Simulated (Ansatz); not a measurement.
# Mg (P6_3/mmc, 2 atoms in the cell): zone-centre modes under pressure

Aim: how do the optical modes of Mg (P6_3/mmc, 2 atoms in the cell) move with volume?

Main program and level: Ansatz 0.2.0; DFT PBEsol, scalar-relativistic, plane waves, PAW; PAW set soft_1.

## Step 1: Set-up

It takes space group P6_3/mmc (No. 194, hexagonal). Conventional cell: a = 3.209 Å, b = 3.209 Å, c = 5.210 Å, α = 90.00°, β = 90.00°, γ = 120.00°. Nearest to Mg lie 12 Mg at 3.20 to 3.21 Å.

As a file:

```cif
data_structure
_symmetry_space_group_name_H-M 'P6_3/mmc'
_symmetry_Int_Tables_number 194
_cell_length_a 3.2093
_cell_length_b 3.2093
_cell_length_c 5.2103
_cell_angle_alpha 90.000
_cell_angle_beta 90.000
_cell_angle_gamma 120.000
_cell_volume 46.47
loop_
_atom_site_label
_atom_site_type_symbol
_atom_site_symmetry_multiplicity
_atom_site_Wyckoff_symbol
_atom_site_fract_x
_atom_site_fract_y
_atom_site_fract_z
_atom_site_occupancy
Mg1 Mg 2 c 0.33333 0.66667 0.25000 1
```

## Step 2: Bringing the structure to rest

The cell and atoms are relaxed, since residual forces and stress would shift the frequencies.

input.yaml reads:

```yaml
crystal:
  lattice:
    - [3.2093, 0.0, 0.0]
    - [-1.60465, 2.7793353284, 0.0]
    - [0.0, 0.0, 5.2103]
  atoms:
    - { symbol: Mg, position: [0.33333333, 0.66666667, 0.25] }
    - { symbol: Mg, position: [0.66666667, 0.33333333, 0.75] }
kpoints:
  mp_grid: { grid: [15, 15, 8] }
hamiltonian:
  xc: pbesol
  pseudopotentials: { kind: paw, azcp: { folder: soft_1 }, xc_functional: pbe }
scf:
  occupations: { method: gaussian, width: 0.1 }
output:
  forces: true
  stress: true
  eigenvalues: true
  write_density: true
  write_potential: true
  elf: true
  volumetric_format: npy
relax:
  adjacent_minimum: "off"
  f_tol: 0.005
  max_steps: 80
  cell: { stress_tol: 0.05 }
```

Launch:

```bash
ansatz run input.yaml --threads 4 --pin off --max-ram 10240MiB --backend cpu --events-out ev --progress --plain --runs-dir out
```

Numbers of over 12 decimals in the logs are rounded to 6 here.

What it wrote:

```text
Engine: ansatz 0.2.0, aarch64-unknown-linux-gnu
Pseudopotentials: kind: paw
Pseudopotential: Mg, paw, valence charge 10, recommended cutoff 420 eV (normal), soft_1/Mg.paw.azcp
Functional definition: PBEsol
  exchange = pbesol_x
  correlation = pbesol_c
Crystal: 2 atoms, lattice volume = 46.474 Å³
Basis set: ecut = 420 eV, 941 PW (Γ), exchange–correlation on 48×48×72 points (8 copies of the dense FFT grid, shifted against one another)
Bands: 14, of which v1, the nominal top of the filled ones, is band 10 counted from 1 (9 counted from 0)
Symmetry: 24 space group operations
Space group: P63/mmc (ITA 194), of the structure as read, at distance tolerance 3.6e-5 Å
k-points: 135 of 1800
Non-local potential: Mg, projectors of the file, l = 0: 3, l = 1: 2, l = 2: 1
PAW form: soft (Blöchl's): semilocal exchange-correlation on the pseudo side does not see the compensation charge
PAW frozen core: Mg, regenerated for the run's functional, and the local potential with it (the file was generated under x = pbe(κ = 0.804, μ = 0.219515), c = pbe(β = 0.066725))
PAW one-centre angular grid: Mg, 110 points (default); XC on 64 Gauss nodes
Initial density: superposition of atomic densities (chi_scale 0.1, normalization cell)
Initial wavefunctions: pseudopotential atomic-orbital guess
Functional: x = pbesol(κ = 0.804, μ = 0.123457), c = pbesol(β = 0.046)
SCF iter   1: F=—  HF=-3824.130184 eV  |F-HF|=—  |Δ(HF+E_count)|=         —  Δρ=1.38e-2  dr2=1.19e-1  ethr=3.10e-3  ⟨swp⟩=5.1  Hψ=9795  notcnv=0
preconditioner: auto → none  [metal: Δε(μ)=0.017 eV  Ē_g=6.865 eV  σ=0.100 eV  W_gap=0.10  n_scr=8 (ndim 8)  ℏωp=10.9 eV  f_vac=0.000  D(μ)=1.00/eV (n_scr^D=2)  sad-step TF]
SCF iter   2: F=—  HF=-3824.118712 eV  |F-HF|=—  |Δ(HF+E_count)|=   1.15e-2  Δρ=9.69e-3  dr2=6.06e-2  ethr=5.96e-4  ⟨swp⟩=2.0  Hψ=3343  notcnv=0  defer=3
SCF iter   3: F=—  HF=-3824.100625 eV  |F-HF|=—  |Δ(HF+E_count)|=   1.81e-2  Δρ=1.63e-3  dr2=1.67e-3  ethr=3.03e-4  ⟨swp⟩=2.0  Hψ=2397  notcnv=0  defer=3
SCF iter   4: F=—  HF=-3824.100289 eV  |F-HF|=—  |Δ(HF+E_count)|=   3.36e-4  Δρ=1.21e-4  dr2=2.70e-6  ethr=8.34e-6  ⟨swp⟩=2.7  Hψ=3275  notcnv=0  defer=3
SCF iter   5: F=—  HF=-3824.100294 eV  |F-HF|=—  |Δ(HF+E_count)|=   5.41e-6  Δρ=1.37e-5  dr2=2.53e-8  ethr=5.00e-10  ⟨swp⟩=10.2  Hψ=15647  notcnv=0
SCF iter   6: F=-3824.100294 eV  HF=-3824.100294 eV  |F-HF|=1.46e-9  |Δ(HF+E_count)|=   2.26e-8  Δρ=2.28e-6  dr2=8.12e-10  ethr=1.26e-10  ⟨swp⟩=5.2  Hψ=10042  notcnv=0
SCF 1 converged in 6 iterations: F = -3824.100294 eV  dr2 = 8.12e-10
  greatest PAW one-centre occupation: 1.000 electrons in one spin orbital (limit 2), on the Mg atom at site 1 (counted from 0), in its partial waves of l = 0
relax step   1: F+E_penalty+E_count = -3824.10029406 eV  Δ(F+E_penalty+E_count) = +0.000e0 eV  max|allowed force component| = 3.701e-17 eV/Å  Δτ_max = 0.0000 Å  P = -1.141 GPa  Ω = 46.474 Å³  (6 SCF iters, dr2 threshold 1.00e-7 eV, accepted)
Crystal: 2 atoms, lattice volume = 45.282 Å³
Basis set: ecut = 420 eV, 905 PW (Γ), exchange–correlation on 48×48×72 points (8 copies of the dense FFT grid, shifted against one another)
Initial density: handed on by an earlier stage of this run
Initial wavefunctions: those handed on with the density
iter 1 solved again at ethr=2.08e-7 eV; its pass at ethr=3.10e-3 eV (dr2=4.17e-5 eV) is discarded
SCF iter   1: F=—  HF=-3824.106411 eV  |F-HF|=—  |Δ(HF+E_count)|=         —  Δρ=2.97e-4  dr2=4.09e-5  ethr=2.08e-7  ⟨swp⟩=2.8  Hψ=15087  notcnv=0
preconditioner: auto → none  [metal: Δε(μ)=0.018 eV  Ē_g=6.962 eV  σ=0.100 eV  W_gap=0.10  n_scr=8 (ndim 8)  ℏωp=11.0 eV  f_vac=0.000  D(μ)=0.95/eV (n_scr^D=2)]
SCF iter   2: F=—  HF=-3824.106371 eV  |F-HF|=—  |Δ(HF+E_count)|=   4.00e-5  Δρ=1.43e-4  dr2=8.76e-6  ethr=2.05e-7  ⟨swp⟩=1.0  Hψ=1890  notcnv=0
SCF iter   3: F=-3824.106361 eV  HF=-3824.106361 eV  |F-HF|=8.96e-9  |Δ(HF+E_count)|=   9.68e-6  Δρ=2.12e-6  dr2=1.37e-9  ethr=1.00e-9  ⟨swp⟩=8.1  Hψ=13451  notcnv=0
SCF 2 converged in 3 iterations: F = -3824.106361 eV  dr2 = 1.37e-9
relax step   2: F+E_penalty+E_count = -3824.10636114 eV  Δ(F+E_penalty+E_count) = -6.067e-3 eV  max|allowed force component| = 3.932e-17 eV/Å  Δτ_max = 0.0000 Å  P = -0.245 GPa  Ω = 45.282 Å³  energy of the carried Pulay correction = +3.925e-5 eV  (3 SCF iters, dr2 threshold 2.00e-7 eV, accepted)
Crystal: 2 atoms, lattice volume = 44.948 Å³
Basis set: ecut = 420 eV, 857 PW (Γ), exchange–correlation on 48×48×72 points (8 copies of the dense FFT grid, shifted against one another)
iter 1 solved again at ethr=3.41e-8 eV; its pass at ethr=3.10e-3 eV (dr2=6.82e-6 eV) is discarded
SCF iter   1: F=—  HF=-3824.106793 eV  |F-HF|=—  |Δ(HF+E_count)|=         —  Δρ=1.19e-4  dr2=7.15e-6  ethr=3.41e-8  ⟨swp⟩=3.1  Hψ=14424  notcnv=0
preconditioner: auto → none  [metal: Δε(μ)=0.032 eV  Ē_g=6.989 eV  σ=0.100 eV  W_gap=0.18  n_scr=8 (ndim 8)  ℏωp=11.1 eV  f_vac=0.000  D(μ)=0.96/eV (n_scr^D=2)]
SCF iter   2: F=—  HF=-3824.106777 eV  |F-HF|=—  |Δ(HF+E_count)|=   1.60e-5  Δρ=5.60e-5  dr2=1.46e-6  ethr=3.41e-8  ⟨swp⟩=1.0  Hψ=1890  notcnv=0
SCF iter   3: F=-3824.106776 eV  HF=-3824.106776 eV  |F-HF|=6.88e-10  |Δ(HF+E_count)|=   1.03e-6  Δρ=1.51e-6  dr2=6.51e-10  ethr=1.00e-9  ⟨swp⟩=7.3  Hψ=11121  notcnv=0
SCF 3 converged in 3 iterations: F = -3824.106776 eV  dr2 = 6.51e-10
relax step   3: F+E_penalty+E_count = -3824.10677633 eV  Δ(F+E_penalty+E_count) = -4.152e-4 eV  max|allowed force component| = 3.932e-17 eV/Å  Δτ_max = 0.0000 Å  P = +0.030 GPa  Ω = 44.948 Å³  energy of the carried Pulay correction = +5.067e-5 eV  (3 SCF iters, dr2 threshold 2.00e-7 eV, accepted)
Initial wavefunctions: pseudopotential atomic-orbital guess (no wavefunctions were taken with the density)
iter 1 solved again at ethr=1.72e-8 eV; its pass at ethr=3.10e-3 eV (dr2=3.45e-6 eV) is discarded
SCF iter   1: F=—  HF=-3824.106734 eV  |F-HF|=—  |Δ(HF+E_count)|=         —  Δρ=1.17e-5  dr2=1.02e-8  ethr=1.72e-8  ⟨swp⟩=3.4  Hψ=15791  notcnv=0
SCF iter   2: F=—  HF=-3824.106723 eV  |F-HF|=—  |Δ(HF+E_count)|=   1.14e-5  Δρ=4.90e-6  dr2=1.45e-9  ethr=5.08e-11  ⟨swp⟩=2.0  Hψ=3260  notcnv=0
SCF iter   3: F=—  HF=-3824.106723 eV  |F-HF|=—  |Δ(HF+E_count)|=   3.76e-9  Δρ=1.08e-6  dr2=7.57e-11  ethr=7.24e-12  ⟨swp⟩=2.0  Hψ=3228  notcnv=0
SCF iter   4: F=-3824.106723 eV  HF=-3824.106723 eV  |F-HF|=9.09e-13  |Δ(HF+E_count)|=  3.23e-10  Δρ=6.92e-8  dr2=9.05e-13  ethr=1.00e-12  ⟨swp⟩=6.5  Hψ=8757  notcnv=0
SCF 4 converged in 4 iterations: F = -3824.106723 eV  dr2 = 9.05e-13
relax step   4: F+E_penalty+E_count = -3824.10672277 eV  Δ(F+E_penalty+E_count) = +5.356e-5 eV  max|allowed force component| = 3.469e-17 eV/Å  Δτ_max = 0.0000 Å  P = +0.031 GPa  Ω = 44.948 Å³  stress off target by 3.87e-2 GPa  SCF on the basis re-selected at this cell (its energy is not comparable with the rows above)  (4 SCF iters)
basis re-selected at this cell: Δ(F+E_penalty+E_count) = +5.356e-5 eV, ΔP = +0.001 GPa vs the last step (what re-selecting the basis moved, of the pressure what is left beyond the Pulay correction that the steps carried, after the strain that the cell walked since its last selection, with what the two solves' SCF thresholds leave and, on support functions, any second-order correction that the steps lacked; it is no m [...]
SCF converged after 4 iterations
Free energy (F): -3824.106723 eV
Harris-Foulkes:  -3824.106723 eV  (|F-HF|=9.09e-13)
Internal energy: -3824.101930 eV  (E = F + TS)
E sigma→0 (E₀):  -3824.104326 eV
Entropy (-TS):   -0.004793 eV (-2.397 meV/atom)
Fermi energy:    5.734847 eV
--- Per-component energies (eV) ---
  E_band       = -709.502030
  E_kinetic    = 138.606444
  E_local      = -3411.228921  (includes V_loc(G=0)·N_el)
  E_nonlocal   = 391.930047
  E_hartree    = 1161.648828
  E_xc         = -51.511063
  E_vxc        = -66.755746  (∫ρ·V_xc dr)
  E_paw        = -580.037747  (= ΣΔE_a)
  E_vpaw       = -85.351201  (= ΣTr[D̂ρ^β])
  E_aug_tail   = -0.000294  (compensation charges beyond the density's cutoff)
  E_ewald      = -1473.626947
  E_core_change = 0.117725  (= ΣΔE_core)
  E_smearing   = -0.004793  (= −TS)
  E_closure    = 0.000000  (closes the sum)
  Σ components = -3824.106723   (vs F -3824.106723, Δ=0.00e0)
--- Forces (eV/Å), atoms counted from 1 ---
  atom   1  Mg     0.00000000     0.00000000     0.00000000
  atom   2  Mg     0.00000000    -0.00000000     0.00000000
  max |Σ_I F_I| component: 4.63e-18 eV/Å
--- Stress (GPa, compression-positive) ---
        0.038722       0.000000       0.000000
       -0.000000       0.038722       0.000000
        0.000000       0.000000       0.017045
  P = ⅓ Tr σ = 0.0315 GPa (0.315 kbar)
--- Band table (eV; the first three rows and the last of 135) ---
  k-point 0: bands = [... 6 lower, -36.8051, -36.8051, -1.2804, 4.0930, 4.6220, 16.6430, 16.6430, 16.7716]
  k-point 1: bands = [... 6 lower, -36.8053, -36.8053, -1.1897, 3.0399, 5.8301, 16.7136, 16.7136, 16.8315]
  k-point 2: bands = [... 6 lower, -36.8060, -36.8060, -0.9184, 1.9199, 7.4152, 15.0891, 16.9180, 16.9180]
  k-point 134: bands = [... 6 lower, -36.8121, -36.8121, 5.9031, 5.9031, 6.3814, 6.3814, 7.2929, 7.2929]
--- Relaxed structure (3 steps of the walk, 3 accepted, 1 SCFs on fresh bases) ---
  F+E_penalty+E_count = -3824.10672277 eV   max|allowed force component| = 3.469e-17 eV/Å   (the final SCF, on the basis selected at the relaxed cell)
  cell:  # Å, volume = 44.9484 Å³
    - [3.187710, 0.0, 0.0]
    - [-1.593855, 2.760638, 0.0]
    - [0.0, 0.0, 5.107709]
  atoms:
    - { symbol: Mg, position: [0.333333, 0.666667, 0.25] }
    - { symbol: Mg, position: [0.666667, 0.333333, 0.75] }
```

It took 4.7 s on 4 threads of Arm Neoverse V1, shared host; peak memory 0.38 GiB.

Relaxation path:

```
step  energy less that of the first step (eV)  largest force component (eV/Å)  pressure (GPa)  volume (Å³)
   1                                   0.0000                          0.0000           -1.14        46.47
   2                                  -0.0061                          0.0000           -0.24        45.28
   3                                  -0.0065                          0.0000            0.03        44.95
  4*                                  -0.0064                          0.0000            0.03        44.95
```

Relaxation steps marked * repeat the geometry before them on a plane-wave basis chosen anew for their cell, so energy and pressure can jump there.

The run keeps the 24 symmetry operations that it works with, so distortions that break them were not tested.

```
conventional cell, symmetrised  before  after  change
                         a (Å)   3.209  3.188  -0.7 %
                         b (Å)   3.209  3.188  -0.7 %
                         c (Å)   5.210  5.108  -2.0 %
              volume (Å³/atom)   23.24  22.47  -3.3 %
```

Final coordinates:

```
Mg
1.0
     3.18771    0.00000    0.00000
    -1.59386    2.76064    0.00000
     0.00000    0.00000    5.10771
Mg
2
Direct
  0.33333 0.66667 0.25000
  0.66667 0.33333 0.75000
```

This step gave:

* pressure: 0.03150 GPa
* volume per atom: 22.47 Å³
* gap on the k-mesh: 0 eV

Electrostatic potential energy in the ac plane at fractional y = 0.333, with atoms of Mg within 0.2 Å of it. With pseudopotentials it is smooth inside the atoms' cores, unlike the true potential.

Values in eV, 22 rows by 16 columns, each cell a mean:
```
  6   7   7   7   7   7   6   5   3   2   1   1   2   3   4   5
  5   7   7   7   7   6   4   2  -1  -5  -8  -9  -6  -2   1   4
  4   6   7   7   6   5   2  -2 -10 -23 -34 -35 -27 -14  -4   1
  3   5   6   6   6   4   0  -8 -27 -52 -62 -62 -58 -35 -13  -2
  2   4   6   6   5   3  -1 -15 -42 -67 -69 -69 -69 -53 -22  -4
  2   4   6   6   5   3  -2 -16 -44 -68 -69 -69 -69 -55 -23  -5
  2   5   6   6   6   3   0  -9 -30 -55 -64 -65 -63 -38 -15  -2
  4   6   7   7   6   5   2  -2 -12 -27 -38 -40 -31 -17  -5   1
  5   7   7   7   7   6   4   2  -2  -6 -11 -12  -8  -3   1   3
  6   7   7   7   7   7   6   4   3   1   0   0   1   2   4   5
  7   7   7   7   7   7   6   6   5   5   4   4   5   5   6   6
  6   6   6   6   6   6   7   7   7   7   7   7   7   7   7   7
  5   5   4   4   5   5   6   6   7   7   7   7   7   7   7   6
  4   3   2   2   3   4   5   6   7   7   8   8   7   7   6   5
  3   1   0   0   0   2   4   5   6   7   8   8   7   7   6   4
  2   0  -2  -2  -1   1   3   5   6   7   7   8   7   6   5   4
  2   0  -2  -3  -2   1   3   4   6   7   7   8   7   6   5   3
  2   1   0  -1   0   2   3   5   6   7   8   8   7   7   6   4
  4   3   2   2   2   3   5   6   7   7   8   8   7   7   6   5
  5   5   4   4   4   5   6   6   7   7   7   7   7   7   7   6
  6   6   6   6   6   6   6   7   7   7   7   7   7   7   7   7
  7   7   7   7   7   7   7   6   6   5   5   5   5   6   6   6
```
Columns run along a (3.2 Å; values clipped at the 3rd and 97th percentile), rows up along c (5.1 Å). Atoms in or near the plane, at fractional coordinates: Mg at (0.67, 0.75).

ELF in the ac plane at fractional y = 0.333, with atoms of Mg within 0.2 Å of it. It is the smooth field of the valence electrons, not physical close to the nuclei.

Values, 22 rows by 16 columns, each cell a mean:
```
0.51 0.53 0.53 0.53 0.53 0.52 0.48 0.38 0.26 0.17 0.13 0.13 0.15 0.22 0.34 0.45
0.43 0.52 0.55 0.55 0.53 0.47 0.33 0.16 0.08 0.07 0.09 0.09 0.08 0.07 0.12 0.27
0.30 0.48 0.55 0.56 0.52 0.37 0.16 0.06 0.11 0.21 0.27 0.28 0.24 0.14 0.06 0.11
0.19 0.43 0.55 0.56 0.49 0.27 0.08 0.09 0.25 0.34 0.30 0.29 0.34 0.30 0.13 0.06
0.13 0.38 0.55 0.56 0.46 0.21 0.05 0.15 0.34 0.30 0.17 0.14 0.25 0.36 0.21 0.06
0.12 0.38 0.55 0.56 0.46 0.20 0.05 0.15 0.34 0.29 0.15 0.12 0.23 0.36 0.22 0.06
0.17 0.42 0.55 0.56 0.48 0.26 0.07 0.09 0.27 0.34 0.29 0.27 0.33 0.32 0.14 0.05
0.28 0.48 0.55 0.56 0.51 0.36 0.15 0.06 0.12 0.24 0.30 0.30 0.27 0.16 0.07 0.10
0.42 0.52 0.55 0.55 0.53 0.46 0.30 0.14 0.07 0.08 0.11 0.12 0.09 0.07 0.11 0.24
0.50 0.53 0.54 0.54 0.53 0.52 0.46 0.35 0.23 0.15 0.12 0.11 0.13 0.20 0.31 0.43
0.53 0.52 0.51 0.51 0.52 0.53 0.53 0.52 0.48 0.42 0.38 0.38 0.41 0.46 0.50 0.53
0.51 0.47 0.44 0.43 0.45 0.49 0.54 0.57 0.59 0.60 0.60 0.60 0.60 0.59 0.58 0.55
0.43 0.35 0.29 0.29 0.32 0.39 0.48 0.56 0.61 0.63 0.64 0.64 0.64 0.62 0.59 0.52
0.30 0.19 0.15 0.14 0.18 0.26 0.39 0.52 0.60 0.65 0.66 0.66 0.66 0.63 0.56 0.45
0.18 0.10 0.08 0.08 0.10 0.16 0.29 0.46 0.59 0.65 0.67 0.68 0.67 0.63 0.53 0.35
0.12 0.07 0.06 0.06 0.07 0.12 0.23 0.42 0.57 0.65 0.68 0.69 0.67 0.62 0.50 0.29
0.12 0.07 0.06 0.06 0.07 0.11 0.23 0.41 0.57 0.65 0.68 0.69 0.67 0.62 0.49 0.28
0.17 0.09 0.07 0.07 0.09 0.15 0.28 0.45 0.59 0.65 0.68 0.68 0.67 0.63 0.52 0.34
0.28 0.18 0.13 0.13 0.16 0.25 0.37 0.51 0.60 0.65 0.66 0.67 0.66 0.63 0.56 0.44
0.42 0.32 0.27 0.26 0.30 0.38 0.47 0.56 0.61 0.64 0.65 0.65 0.64 0.62 0.58 0.51
0.50 0.45 0.42 0.41 0.44 0.48 0.53 0.57 0.59 0.60 0.61 0.61 0.60 0.60 0.58 0.55
0.53 0.51 0.50 0.50 0.51 0.53 0.54 0.54 0.52 0.48 0.45 0.45 0.47 0.51 0.54 0.54
```
Columns run along a (3.2 Å), rows up along c (5.1 Å). Atoms in or near the plane, at fractional coordinates: Mg at (0.67, 0.75).

Valence density in the ac plane at fractional y = 0.333, with atoms of Mg within 0.2 Å of it. It is the smooth field of the valence electrons, not physical close to the nuclei.

Ten steps, logarithmic in the rise over the least value, from '_' (0 e/Å³) to '@' (26 e/Å³):
```
________________________________
________________________________
__________________....::..______
________________..==++**++::____
________________==##%%%%##++..__
______________..++%%@@@@@@**::__
______________..++%%@@@@@@**::__
________________==##%%%%##++..__
________________..==++**++::____
__________________....::..______
________________________________
________________________________
________________________________
________________________________
________________________________
________________________________
________________________________
________________________________
________________________________
________________________________
________________________________
________________________________
________________________________
________________________________
________________________________
________________________________
```
Columns run along a (3.2 Å), rows up along c (5.1 Å). Atoms in or near the plane, at fractional coordinates: Mg at (0.67, 0.75).

In this step the volume went from 23.24 to 22.47 Å³/atom.

## Step 3: Tight relaxation

Phonons need small forces and stress, so the relaxation is finished with tight tolerances on 15×15×8 k points.

input.yaml, the sections that differ from step 2:

```yaml
crystal:
  lattice:
    - [3.1877100941, 0.0, 0.0]
    - [-1.5938550471, 2.7606379214, 0.0]
    - [0.0, 0.0, 5.1077090379]
  atoms:
    - { symbol: Mg, position: [0.3333333333, 0.6666666667, 0.25] }
    - { symbol: Mg, position: [0.6666666667, 0.3333333333, 0.75] }
scf:
  occupations: { method: methfessel_paxton, width: 0.2 }
output:
  forces: true
  stress: true
  eigenvalues: true
relax:
  adjacent_minimum: "off"
  f_tol: 0.001
  max_steps: 60
  cell: { stress_tol: 0.01 }
# kpoints, hamiltonian: as in step 2
```

What it wrote:

```text
[...]
Crystal: 2 atoms, lattice volume = 44.948 Å³
Basis set: ecut = 420 eV, 857 PW (Γ), exchange–correlation on 48×48×72 points (8 copies of the dense FFT grid, shifted against one another)
Bands: 14, of which v1, the nominal top of the filled ones, is band 10 counted from 1 (9 counted from 0)
Symmetry: 24 space group operations
[...]
k-points: 135 of 1800
[...]
k-point 134: bands = [... 6 lower, -36.8187, -36.8187, 5.8921, 5.8921, 6.3739, 6.3739, 7.2776, 7.2776]
--- Relaxed structure (3 steps of the walk, 3 accepted, 1 SCFs on fresh bases) ---
[...]
cell:  # Å, volume = 44.9780 Å³
    - [3.190832, 2.889576729434464e-11, 0]
    - [-1.595416, 2.763342, 0]
    - [0, 0, 5.101071]
  atoms:
    - { symbol: Mg, position: [0.333333, 0.666667, 0.25] }
    - { symbol: Mg, position: [0.666667, 0.333333, 0.75] }
[key lines of the parts left out:]
SCF converged after 4 iterations
Free energy (F): -3824.104957 eV
Fermi energy:    5.725745 eV
P = ⅓ Tr σ = 0.0029 GPa (0.029 kbar)
```

The job ended after 4.1 s (4 threads; peak memory 0.37 GiB; 15 s of CPU time).

Relaxation path:

```
step  energy less that of the first step (eV)  largest force component (eV/Å)  pressure (GPa)  volume (Å³)
   1                                   0.0000                          0.0000            0.03        44.95
   2                                   0.0000                          0.0000            0.00        44.98
   3                                   0.0000                          0.0000            0.00        44.98
  4*                                   0.0000                          0.0000            0.00        44.98
```

Relaxation steps marked * repeat the geometry before them on a plane-wave basis chosen anew for their cell, so energy and pressure can jump there.

Forces are held to the 24 operations that the run works with; a distortion that breaks them can't arise in this run.

```
conventional cell, symmetrised  before  after  change
                         a (Å)   3.188  3.191  +0.1 %
                         b (Å)   3.188  3.191  +0.1 %
                         c (Å)   5.108  5.101  -0.1 %
              volume (Å³/atom)   22.47  22.49  +0.1 %
```

The relaxed structure:

```xyz
2
Lattice="3.1908 0.0000 0.0000 -1.5954 2.7633 0.0000 0.0000 0.0000 5.1011" Properties=species:S:1:pos:R:3 pbc="T T T"
Mg    0.0000    1.8422    1.2753
Mg    1.5954    0.9211    3.8258
```

Numbers from this step:

| Property | Result |
| --- | --- |
| pressure | 0.002878 GPa |
| volume per atom | 22.49 Å³ |

The forces vanish by symmetry and the pressure is 0.003 GPa, within the tolerances set. The cell now holds 22.49 Å³/atom.

(Continued in part 2 of 2.)

[Logs are printed without paths, hosts, clocks, repeated set-up lines and the standing remarks that a program may print on its own settings, such as how far it seeks lower states.]

[Hosts, paths, dates, database ids (printed as entryN), source tags and the programs' standing remarks are cut or masked in the printed files.]
